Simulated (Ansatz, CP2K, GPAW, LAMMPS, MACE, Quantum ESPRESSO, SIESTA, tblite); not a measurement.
**A faulty GPAW run on La2O3 with crystalline order left by the classical run (95 atoms)**

Program: GPAW 26.7.0, a calculation on a cell of 38 La and 57 O, 19.0 Å³ an atom.

File run.py:

```python
import numpy as np
from ase.io import read
from gpaw import GPAW, FermiDirac

atoms = read("structure.xyz")
atoms.calc = GPAW(
    mode="lcao",
    basis="dzp",
    h=0.18,
    xc="PBE96",
    kpts={"size": (1, 1, 1), "gamma": True},
    occupations=FermiDirac(0.05),
    maxiter=60,
    symmetry={"point_group": False},
    txt="gpaw.txt",
)
energy = atoms.get_potential_energy(force_consistent=True)
forces = atoms.get_forces()
print(f"energy {energy:.6f} eV")
print("forces (eV/A)")
for i, (a, f) in enumerate(zip(atoms, forces)):
    print(f"{i:4d} {a.symbol:2s} {f[0]:10.5f} {f[1]:10.5f} {f[2]:10.5f}")
print(f"Fermi level {atoms.calc.get_fermi_level():.4f} eV")
for k in range(len(atoms.calc.get_ibz_k_points())):
    for s in range(atoms.calc.get_number_of_spins()):
        e = atoms.calc.get_eigenvalues(kpt=k, spin=s)
        n = np.searchsorted(e, atoms.calc.get_fermi_level())
        print(f"k {k} spin {s} levels about the Fermi level:", np.round(e[max(n - 6, 0):n], 4).tolist(), "|", np.round(e[n:n + 6], 4).tolist())
```

File structure.xyz:

```xyz
95
Lattice="12.16777 0.00000 0.00000 0.00000 12.16777 0.00000 0.00000 0.00000 12.16777" Properties=species:S:1:pos:R:3 pbc="T T T"
La 7.64087 3.30623 0.90650
La 4.58433 0.53477 2.34278
La 10.63500 2.65306 7.07751
La 10.85973 1.65506 10.49434
La 10.21557 6.82819 8.67246
La 4.59540 5.28836 1.19573
La 10.41464 4.43832 3.27897
La 0.95152 5.72250 5.03259
La 7.21184 6.30327 3.23517
La 7.69830 4.03982 9.75904
[... 81 atom lines left out ...]
O 3.23870 0.26185 10.26534
O 6.21274 2.15284 9.27172
O 5.93008 10.27945 11.30751
O 1.96996 4.05710 3.42717
```

Launch:

```
$ OMP_NUM_THREADS=1 python run.py > output.txt
```

Output:

```text
ValueError: not enough values to unpack (expected 2, got 1)
NameError: Unknown functional: PBE96.
```

gpaw.txt:

```text
Input parameters:
  mode=LCAO(),
  basis={'default': 'dzp'},
  h=0.18,
  kpts=MonkhorstPack(size=(1, 1, 1), gamma=True),
  maxiter=60,
  occupations=Occupations(name='fermi-dirac', width=0.05, fixmagmom=False),
  symmetry=Symmetry(point_group=False),
  xc=XC(name='PBE96')
timing:  # [seconds]
  Total: 0.027  # ━━━━━━━━━━━━━━━━━━━━━━━━━━━━━━━━━━━━━━━━━━━━━━━━━━━━━━━━━━━
  Init:  0.006  # ━━━━━━━━━━━━━╸
```

Wall time 1.1 s (1 thread of Arm Neoverse V2, shared host); peak memory 0.14 GiB.

Banners, paths, timers and routine set-up lines are dropped from the logs unmarked, and long logs keep their key lines alone; longer cuts are marked.

**Question.** Which part of the input is at fault, and how is it mended?

An unknown functional: functional PBE96.

The program stopped at the start.

[Also dropped from logs without a mark: logging warnings of Python, and SIESTA's first energy breakdown and zero terms.]

[Logs are printed without paths, hosts, clocks, repeated set-up lines and the standing remarks that a program may print on its own settings, such as how far it seeks lower states.]

[Hosts, paths, dates, database ids (printed as entryN), source tags and the programs' standing remarks are cut or masked in the printed files.]
